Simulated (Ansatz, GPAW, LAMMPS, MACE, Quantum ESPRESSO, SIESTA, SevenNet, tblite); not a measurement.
## SIESTA on rapidly quenched Si24Mg76 (at. %) (110 atoms): settings against a plane-wave reference

Wanted: SIESTA inputs and outputs for rapidly quenched Si24Mg76 (at. %) (110 atoms), checked against a plane-wave reference.

Program: SIESTA 5.4.2. Level of theory: the method is named at each step. Values are calculated unless marked as measured.

### Step 1. The system as given

The cell holds 110 atoms: 26 Si and 84 Mg. Cell: a = 13.533 Å, b = 13.533 Å, c = 13.533 Å, α = 90.0°, β = 90.0°, γ = 90.0°. 110 atoms (26 Si, 84 Mg) placed at random at 1.75 g/cm³, melted at 2000 K for 10 ps at fixed volume with the MEAM Al-Si-Mg-Cu-Fe potential (Jelinek et al., Phys. Rev. B 85, 245102 (2012)). Quenched from 2000 K to 300 K at 5 K/ps and zero pressure, held 5 ps.

The yardstick, on the same geometry:

```
method                 : Kohn-Sham DFT, PBE, SSSP efficiency 1.3.0 pseudopotentials, plane waves (Quantum ESPRESSO 7.5); sssp-pbe-1.3.0-efficiency, cutoffs 45/360 Ry, Γ point
r.m.s. force component : 0.3326 eV/Å
longest force          : 1.452 eV/Å
pressure               : -1.376 GPa
time                   : 16 min on 1 thread of Arm Neoverse V2, shared host
CPU time               : 16 min
```

### Step 2. PBE, DZP, shift 0.01 Ry, mesh 500 Ry

Method: Kohn-Sham DFT, PBE, PseudoDojo 0.4.1 norm-conserving pseudopotentials (converted to PSML), numerical atomic orbitals (DZP), diagonalisation.

The .psml files are PseudoDojo norm-conserving potentials that we converted to this format, checked against plane waves on the same files for H, C, O, Si, Ge and Ca alone.

input.fdf reads:

```
SystemLabel cell
NumberOfAtoms 110
NumberOfSpecies 2
%block ChemicalSpeciesLabel
  1 14 Si
  2 12 Mg
%endblock ChemicalSpeciesLabel
LatticeConstant 1.0 Ang
%block LatticeVectors
  13.53281 0.00000 0.00000
  0.00000 13.53281 0.00000
  0.00000 0.00000 13.53281
%endblock LatticeVectors
PAO.BasisSize DZP
PAO.EnergyShift 0.01 Ry
XC.Functional GGA
XC.Authors PBE
MeshCutoff 500 Ry
%block kgrid_Monkhorst_Pack
  1 0 0 0.0
  0 1 0 0.0
  0 0 1 0.0
%endblock kgrid_Monkhorst_Pack
SolutionMethod diagon
OccupationFunction FD
ElectronicTemperature 580 K
SCF.Mixer.Method Pulay
SCF.Mixer.Weight 0.05
SCF.Mixer.History 8
SCF.Mix Hamiltonian
MaxSCFIterations 300
SCF.DM.Tolerance 1e-04
SCF.H.Tolerance 1.0e-3 eV
WriteForces T
Write.HirshfeldPop T
Write.VoronoiPop T
Write.DM F
Write.H F
XML.Write F
AtomicCoordinatesFormat Fractional
%block AtomicCoordinatesAndAtomicSpecies
  0.18935 0.90724 0.70920 1
  0.46053 0.92982 0.67330 1
  0.95812 0.68458 0.86598 1
  0.48949 0.54019 0.70396 1
  0.69791 0.13526 0.81339 1
  0.73413 0.11174 0.47156 1
  0.95518 0.05650 0.32985 1
  0.95966 0.74382 0.47011 1
  0.16570 0.18668 0.53586 1
  0.33138 0.45528 0.02579 1
  0.13325 0.77365 0.16740 1
  0.89112 0.02520 0.13227 1
  0.44800 0.62729 0.10708 1
  0.83297 0.65041 0.12024 1
  0.46828 0.06662 0.99947 1
  0.31112 0.70175 0.50264 1
  0.77094 0.82250 0.72006 1
  0.07154 0.50850 0.67457 1
  0.41128 0.27435 0.67286 1
  0.28448 0.47768 0.36857 1
  0.15604 0.18575 0.14974 1
  0.68660 0.32824 0.12629 1
  0.37483 0.10709 0.24376 1
  0.67121 0.85752 0.36303 1
  0.58075 0.65537 0.40911 1
  0.79191 0.58356 0.84490 1
  0.78092 0.67052 0.31086 2
  0.34800 0.92564 0.86680 2
  0.13390 0.57418 0.45756 2
  0.66492 0.46530 0.45296 2
  0.77675 0.76277 0.93101 2
  0.51563 0.83655 0.98953 2
  0.35844 0.14246 0.45470 2
  0.93192 0.85230 0.27972 2
  0.33542 0.91671 0.52554 2
  0.17494 0.07119 0.35286 2
  0.12745 0.45071 0.25257 2
  0.09428 0.97629 0.17561 2
  0.40228 0.45437 0.20613 2
  0.36574 0.64586 0.31991 2
  0.76244 0.22834 0.64447 2
  0.45155 0.53267 0.49411 2
  0.10019 0.93994 0.91581 2
  0.61513 0.49039 0.23300 2
  0.60177 0.71052 0.81471 2
  0.35489 0.23718 0.08345 2
  0.63888 0.92135 0.56273 2
  0.03424 0.60968 0.05185 2
  0.73605 0.35391 0.84638 2
  0.85378 0.92818 0.47312 2
  0.29857 0.75606 0.02974 2
  0.17087 0.32971 0.97788 2
  0.51110 0.30508 0.49655 2
  0.28744 0.34696 0.52322 2
  0.96649 0.48255 0.85283 2
  0.15523 0.73556 0.84685 2
[... 50 atom lines left out ...]
  0.12225 0.71584 0.62335 2
  0.18359 0.53081 0.86587 2
  0.23500 0.59271 0.12404 2
  0.74577 0.03211 0.27999 2
%endblock AtomicCoordinatesAndAtomicSpecies
```

Run with:

```bash
$ OMP_NUM_THREADS=1 mpirun -np 2 siesta < input.fdf > output.txt
```

What it wrote:

```text
Version         : 5.4.2
reinit: System Name:
reinit: System Label: cell
initatom: Reading input for the pseudopotentials and atomic orbitals ----------
Species number:   1 Atomic number:   14 Label: Si
Species number:   2 Atomic number:   12 Label: Mg
Ground state valence configuration (from tables):   3s02  3p02  3d00  4f00
Ground state valence configuration (from tables):   3s02  3p00  3d00  4f00
---- Processing specs for species: Si
GGA--PBE XC_GGA_X_PBE--XC_GGA_C_PBE pb
---- Processing specs for species: Mg
GGA--PBE XC_GGA_X_PBE--XC_GGA_C_PBE pb
Semicore shell(s) with  8 electrons included in the valence for Mg
Semicore shell(s): 2s 2p
Fallback to non-perturbative polarization scheme for Mg
Please see the manual if this is not desired in principle
Si pseudopotential only contains V_ls up to l=2 -- lmxkb reset.
Mg pseudopotential only contains V_ls up to l=1 -- lmxkb reset.
Using PAO.SplitTailNorm
%block ChemicalSpeciesLabel
    1   14 Si                      # Species index, atomic number, species label
    2   12 Mg                      # Species index, atomic number, species label
%endblock ChemicalSpeciesLabel
%block PAO.Basis                 # Define Basis set
Si                    2                    # Species label, number of l-shells
 n=3   0   2                         # n, l, Nzeta
   5.392      3.847
   1.000      1.000
 n=3   1   2 P   1                   # n, l, Nzeta, Polarization, NzetaPol
   6.844      4.952
   1.000      1.000
Mg                    4                    # Species label, number of l-shells
 n=2   0   1                         # n, l, Nzeta
   2.332
   1.000
 n=3   0   2                         # n, l, Nzeta
   7.124      5.248
   1.000      1.000
 n=2   1   1                         # n, l, Nzeta
   2.593
   1.000
 n=3   1   1                         # n, l, Nzeta
   7.124
   1.000
%endblock PAO.Basis
coor:   Atomic-coordinates input format  =     Fractional
siesta: System type = bulk
initatomlists: Number of atoms, orbitals, and projectors:    110  1094  1140
siesta: ******************** Simulation parameters ****************************
Total number of electrons:   944.000000
Total ionic charge:   944.000000
 Kpoints in:            1 . Kpoints trimmed:            1
siesta: k-grid: Number of k-points = 1
siesta: k-points from Monkhorst-Pack grid
siesta: k-cutoff (effective) =     6.766 Ang
siesta: k-point supercell and displacements
siesta: k-grid:     1     0     0      0.000
siesta: k-grid:     0     1     0      0.000
siesta: k-grid:     0     0     1      0.000
                     ====================================
                        Single-point calculation
                     ====================================
outcell: Unit cell vectors (Ang):
       13.532810    0.000000    0.000000
        0.000000   13.532810    0.000000
        0.000000    0.000000   13.532810
outcell: Cell vector modules (Ang)   :   13.532810   13.532810   13.532810
outcell: Cell angles (23,13,12) (deg):     90.0000     90.0000     90.0000
outcell: Cell volume (Ang**3)        :   2478.3575
Gamma-point calculation with multiply-connected orbital pairs
Gamma-point calculation with multiply-connected orbital pairs
Folding of H and S implicitly performed
Folding of H and S implicitly performed
new_DM -- step:     1
Initializing Density Matrix...
Attempting to read DM from file... Failed...
DM filled with atomic data:
InitMesh: MESH = 192 x 192 x 192 = 7077888
InitMesh: Mesh cutoff (required, used) =   500.000   556.325 Ry
stepf: Fermi-Dirac step function
        iscf     Eharris(eV)        E_KS(eV)     FreeEng(eV)     dDmax    Ef(eV) dHmax(eV)
   scf:    1  -138383.461426  -138621.867651  -138622.263823  1.508808 -3.153096  8.921377
   scf:    2  -138644.303149  -138634.267258  -138634.665852  0.102060 -3.140314  5.672582
   scf:    3  -138653.979654  -138645.316647  -138645.714110  0.099413 -3.127424  4.351744
   scf:    4  -138656.874941  -138653.017063  -138653.424249  0.128962 -3.114554  3.246596
   scf:    5  -138655.518389  -138654.689235  -138655.108663  0.068627 -3.112651  2.085388
   scf:    6  -138654.824019  -138654.836154  -138655.260620  0.027495 -3.117060  1.453489
[...]
scf:   20  -138655.483674  -138655.483669  -138655.909633  0.000047 -3.174670  0.001653
   scf:   21  -138655.483676  -138655.483672  -138655.909634  0.000036 -3.174714  0.001396
   scf:   22  -138655.483676  -138655.483674  -138655.909635  0.000038 -3.174745  0.000964
SCF Convergence by DM+H criterion
max |DM_out - DM_in|         :     0.0000383606
max |H_out - H_in|      (eV) :     0.0009639174
SCF cycle converged after 22 iterations
Using DM_out to compute the final energy and forces
siesta: E_KS(eV) =          -138655.4837
siesta: E_KS - E_eggbox =   -138655.4837
siesta: Atomic forces (eV/Ang):
     1   -0.569445    0.150262    0.030715
     2    0.535219    0.368208    0.376555
     3   -0.292862    0.154390    0.211696
     4    0.415121    1.433928    0.569653
     5    0.029457   -0.127958    0.476683
     6    0.024556   -0.127375    0.444474
[...]
108    0.411254   -0.399207    0.337911
   109   -0.123260   -0.347296    0.719949
   110   -0.495064   -0.389830    0.038226
----------------------------------------
   Tot   -0.057252    0.004737    0.134054
----------------------------------------
   Max    1.433928
   Res    0.430429    sqrt( Sum f_i^2 / 3N )
----------------------------------------
   Max    1.433928    constrained
Stress tensor Voigt[x,y,z,yz,xz,xy] (kbar):       -1.07       -4.53        6.80       -5.02        4.76       -1.34
(Free)E + p*V (eV/cell)  -138656.5268
Target enthalpy (eV/cell)  -138655.9096
siesta: Program's energy decomposition (eV):
siesta: Ebs     =    -38904.046896
siesta: Eions   =    170761.984922
siesta: Ena     =     12715.475385
siesta: Ekin    =     78214.947448
siesta: Enl     =    -40597.656263
siesta: DEna    =       861.993833
siesta: DUscf   =        31.960471
siesta: Ex      =    -17985.126397
siesta: Ec      =     -1135.093229
siesta: Exc     =    -19120.219627
siesta: Eharris =   -138655.483676
siesta: Etot    =   -138655.483674
siesta: FreeEng =   -138655.909635
siesta: Final energy (eV):
siesta:  Band Struct. =  -38904.046896
siesta:       Kinetic =   78214.947448
siesta:       Hartree =   51977.982503
siesta:         Exch. =  -17985.126397
siesta:         Corr. =   -1135.093229
siesta:   Exch.-corr. =  -19120.219627
siesta:  Ion-electron = -196521.862556
siesta:       Ion-ion =  -53206.331442
siesta:         Total = -138655.483674
siesta:         Fermi =      -3.174745
siesta: Stress tensor (static) (eV/Ang**3):
siesta:    -0.000667   -0.000835    0.002974
siesta:    -0.000835   -0.002827   -0.003132
siesta:     0.002974   -0.003132    0.004241
siesta: Cell volume =       2478.357501 Ang**3
siesta: Pressure (static):
siesta:                Solid            Molecule  Units
siesta:          -0.00000271         -0.00009961  Ry/Bohr**3
siesta:          -0.00024903         -0.00914588  eV/Ang**3
siesta:          -0.39898526        -14.65331506  kBar
    Orbital volume contribution        =          78.096880 eV
    (Free)E + p_basis*V_orbitals       =     -138577.812755 eV
    (Free)Eharris+ p_basis*V_orbitals  =     -138577.812756 eV
Hirshfeld Atomic Populations:
Atom #   charge [q] valence [e]  Species
     1    -0.288369    4.288369  Si
     2    -0.308586    4.308586  Si
     3    -0.217184    4.217184  Si
     4    -0.315134    4.315134  Si
     5    -0.302208    4.302208  Si
     6    -0.265296    4.265296  Si
[...]
24    -0.256891    4.256891  Si
    25    -0.274134    4.274134  Si
    26    -0.218901    4.218901  Si
    27     0.098620    9.901380  Mg
    28     0.066884    9.933116  Mg
    29     0.110751    9.889249  Mg
    30     0.038076    9.961924  Mg
    31     0.093741    9.906259  Mg
    32     0.051079    9.948921  Mg
[...]
108     0.047633    9.952367  Mg
   109     0.113835    9.886165  Mg
   110     0.095171    9.904829  Mg
--------------------
 Total     0.000023
```

Wall time 5.3 min (2 MPI ranks of Arm Neoverse V2, shared host); peak memory 3.2 GiB; 11 min of CPU time.

Banners and routine set-up lines are dropped from the logs; longer cuts are marked.

Numbers from this run, and their distance from the reference:

```yaml
r_m_s_force_component: 0.4304 eV/Å
r_m_s_difference_of_force_components: 129.8 meV/Å
longest_difference_of_force_vectors: 418.5 meV/Å
force_difference_over_r_m_s_force: 39.02 %
slope_of_forces_against_the_reference_s: 1.261
correlation_of_force_components: 0.9746
pressure: -0.0399 GPa
pressure_difference: 1.336 GPa
```

This run lies far from the reference at the same functional. Basis and potentials both differ; the latter hold 944 valence electrons against the reference's 272.

Length of the force difference by element (eV/Å):

```tsv
element	atoms	mean	most
Mg	84	0.23	0.42
Si	26	0.14	0.29
```

A closer look about Si3, whose charge lies farthest from its element's mean: 9 atoms, nearest first, numbered in the order of the input, with positions taken from that point.

```tsv
atom	x	y	z	distance (Å)	bonds	Hirshfeld charge (e)	Fx	Fy	Fz (eV/Å)
Si3	0.00	0.00	0.00	0.00	7	-0.22	-0.29	0.15	0.21
Si26	-2.25	-1.37	-0.29	2.65	8	-0.22	0.07	-0.32	0.09
Mg55	0.11	-2.73	-0.18	2.74	9	0.09	0.24	-0.89	-0.18
Mg56	2.67	0.69	-0.26	2.77	8	0.08	0.26	0.59	0.05
Mg31	-2.45	1.06	0.88	2.81	10	0.09	0.36	1.02	0.24
Mg86	-0.78	-0.45	-2.71	2.85	12	0.12	0.15	-0.38	-0.03
Mg48	1.03	-1.01	2.52	2.90	9	0.10	-0.20	-1.06	-0.26
Mg72	0.10	2.28	-1.90	2.97	10	0.11	0.59	0.50	0.21
Mg79	0.14	1.63	2.54	3.02	10	0.10	-0.45	0.93	-0.30
```

Forces lie 39 % from the reference's, at 0.65 times its CPU time (on 2 against 1 cores).

### Step 3. PBE, SZP, shift 0.01 Ry, mesh 500 Ry

Method: Kohn-Sham DFT, PBE, PseudoDojo 0.4.1 norm-conserving pseudopotentials (converted to PSML), numerical atomic orbitals (SZP), diagonalisation.

Edit input.fdf of step 2 so:

```diff
@@ -13,3 +13,3 @@
 %endblock LatticeVectors
-PAO.BasisSize DZP
+PAO.BasisSize SZP
 PAO.EnergyShift 0.01 Ry
```

What it wrote:

```text
Version         : 5.4.2
reinit: System Name:
reinit: System Label: cell
initatom: Reading input for the pseudopotentials and atomic orbitals ----------
Species number:   1 Atomic number:   14 Label: Si
Species number:   2 Atomic number:   12 Label: Mg
Ground state valence configuration (from tables):   3s02  3p02  3d00  4f00
Ground state valence configuration (from tables):   3s02  3p00  3d00  4f00
---- Processing specs for species: Si
GGA--PBE XC_GGA_X_PBE--XC_GGA_C_PBE pb
---- Processing specs for species: Mg
GGA--PBE XC_GGA_X_PBE--XC_GGA_C_PBE pb
[... lines left out ...]
stepf: Fermi-Dirac step function
        iscf     Eharris(eV)        E_KS(eV)     FreeEng(eV)     dDmax    Ef(eV) dHmax(eV)
[... lines left out ...]
SCF Convergence by DM+H criterion
[... lines left out ...]
SCF cycle converged after 22 iterations
[... lines left out ...]
   Max    1.410907
[... lines left out ...]
   Max    1.410907    constrained
Stress tensor Voigt[x,y,z,yz,xz,xy] (kbar):       -3.84       -6.95        3.86       -4.89        4.48       -0.83
[... lines left out ...]
siesta: FreeEng =   -138647.932369
[... lines left out ...]
siesta:         Exch. =  -17998.164663
siesta:         Corr. =   -1135.169531
siesta:   Exch.-corr. =  -19133.334194
siesta:  Ion-electron = -196646.103174
siesta:       Ion-ion =  -53206.331442
siesta:         Total = -138647.508701
siesta:         Fermi =      -3.115783
siesta: Stress tensor (static) (eV/Ang**3):
siesta:    -0.002399   -0.000517    0.002797
siesta:    -0.000517   -0.004338   -0.003050
siesta:     0.002797   -0.003050    0.002411
siesta: Cell volume =       2478.357501 Ang**3
siesta: Pressure (static):
siesta:                Solid            Molecule  Units
siesta:           0.00001570         -0.00007939  Ry/Bohr**3
siesta:           0.00144193         -0.00728937  eV/Ang**3
siesta:           2.31022126        -11.67885744  kBar
    Orbital volume contribution        =          65.093871 eV
    (Free)E + p_basis*V_orbitals       =     -138582.838498 eV
    (Free)Eharris+ p_basis*V_orbitals  =     -138582.838502 eV
Hirshfeld Atomic Populations:
Atom #   charge [q] valence [e]  Species
     1    -0.298275    4.298275  Si
     2    -0.321435    4.321435  Si
     3    -0.224883    4.224883  Si
[...]
25    -0.284013    4.284013  Si
    26    -0.227624    4.227624  Si
    27     0.103807    9.896193  Mg
    28     0.069480    9.930520  Mg
    29     0.115141    9.884859  Mg
[...]
109     0.119812    9.880188  Mg
   110     0.102293    9.897707  Mg
--------------------
 Total     0.000018
```

Elapsed: 4.5 min, on 2 MPI ranks; peak memory 3 GiB.

Numbers from this run, and their distance from the reference:

```yaml
r_m_s_force_component: 0.4267 eV/Å
r_m_s_difference_of_force_components: 130.9 meV/Å
longest_difference_of_force_vectors: 428.1 meV/Å
force_difference_over_r_m_s_force: 39.37 %
slope_of_forces_against_the_reference_s: 1.245
correlation_of_force_components: 0.9708
pressure: 0.231 GPa
pressure_difference: 1.607 GPa
```

This is a coarse setting, run to see what it loses.

Against the first run (39 %), the force difference from the reference is 39 %, at 0.85 times the CPU time, with 906 basis functions against 1094.

### Step 4. PBE, DZP, shift 0.01 Ry, mesh 100 Ry

Method: Kohn-Sham DFT, PBE, PseudoDojo 0.4.1 norm-conserving pseudopotentials (converted to PSML), numerical atomic orbitals (DZP), diagonalisation.

Edit input.fdf of step 3 so:

```diff
@@ -13,3 +13,3 @@
 %endblock LatticeVectors
-PAO.BasisSize SZP
+PAO.BasisSize DZP
 PAO.EnergyShift 0.01 Ry
@@ -17,3 +17,3 @@
 XC.Authors PBE
-MeshCutoff 500 Ry
+MeshCutoff 100 Ry
 %block kgrid_Monkhorst_Pack
```

What it wrote:

```text
Version         : 5.4.2
reinit: System Name:
reinit: System Label: cell
initatom: Reading input for the pseudopotentials and atomic orbitals ----------
Species number:   1 Atomic number:   14 Label: Si
Species number:   2 Atomic number:   12 Label: Mg
Ground state valence configuration (from tables):   3s02  3p02  3d00  4f00
[... lines left out ...]
        iscf     Eharris(eV)        E_KS(eV)     FreeEng(eV)     dDmax    Ef(eV) dHmax(eV)
[... lines left out ...]
SCF Convergence by DM+H criterion
[... lines left out ...]
SCF cycle converged after 22 iterations
[... lines left out ...]
   Max    1.431697
[... lines left out ...]
   Max    1.431697    constrained
Stress tensor Voigt[x,y,z,yz,xz,xy] (kbar):       -7.08      -10.33        0.84       -5.01        4.77       -1.34
[... lines left out ...]
siesta: FreeEng =   -138661.820918
[... lines left out ...]
siesta:         Fermi =      -3.172999
[... lines left out ...]
siesta: Cell volume =       2478.357501 Ang**3
siesta: Pressure (static):
siesta:                Solid            Molecule  Units
siesta:           0.00003755         -0.00005688  Ry/Bohr**3
siesta:           0.00344812         -0.00522293  eV/Ang**3
siesta:           5.52449368         -8.36805957  kBar
    Orbital volume contribution        =          78.096880 eV
    (Free)E + p_basis*V_orbitals       =     -138583.724038 eV
    (Free)Eharris+ p_basis*V_orbitals  =     -138583.724040 eV
Hirshfeld Atomic Populations:
Atom #   charge [q] valence [e]  Species
     1    -0.288613    4.288613  Si
     2    -0.308863    4.308863  Si
     3    -0.217320    4.217320  Si
[...]
25    -0.274330    4.274330  Si
    26    -0.219051    4.219051  Si
    27     0.098673    9.901327  Mg
    28     0.066957    9.933043  Mg
    29     0.110775    9.889225  Mg
[...]
109     0.113767    9.886233  Mg
   110     0.095174    9.904826  Mg
--------------------
 Total    -0.000133
```

Run time: 50 s. Hardware: 2 MPI ranks; peak memory 0.71 GiB; 1.7 min of CPU time.

Compared with the plane-wave run:

```yaml
r_m_s_force_component: 0.4531 eV/Å
r_m_s_difference_of_force_components: 192.9 meV/Å
longest_difference_of_force_vectors: 797.7 meV/Å
force_difference_over_r_m_s_force: 58 %
slope_of_forces_against_the_reference_s: 1.26
correlation_of_force_components: 0.9247
pressure: 0.5524 GPa
pressure_difference: 1.928 GPa
energy_less_the_same_level_run_s: -53.74 meV/atom
r_m_s_force_difference_from_the_same_level_run: 138.9 meV/Å
```

This is a coarse setting, run to see what it loses.

Against the first run (39 %), the force difference from the reference is 58 %, at 0.16 times the CPU time: the grid matters here.

The forces add up to 0.87 eV/Å instead of zero, usually a sign of too coarse a grid.

(Part 1 of 2 ends here.)

[Long decimals in the printed logs are rounded to 6 places.]

[Also dropped from logs without a mark: lines with file paths, logging warnings of Python, QE's lines on negative density and diagonalisation, SIESTA's first energy breakdown, zero terms and Voronoi charges.]

[Logs are printed without paths, hosts, clocks, repeated set-up lines and the standing remarks that a program may print on its own settings, such as how far it seeks lower states.]

[Hosts, paths, dates, database ids (printed as entryN), source tags and the programs' standing remarks are cut or masked in the printed files.]

[Most failed runs of this program on this cell are left out, timed-out ones always.]
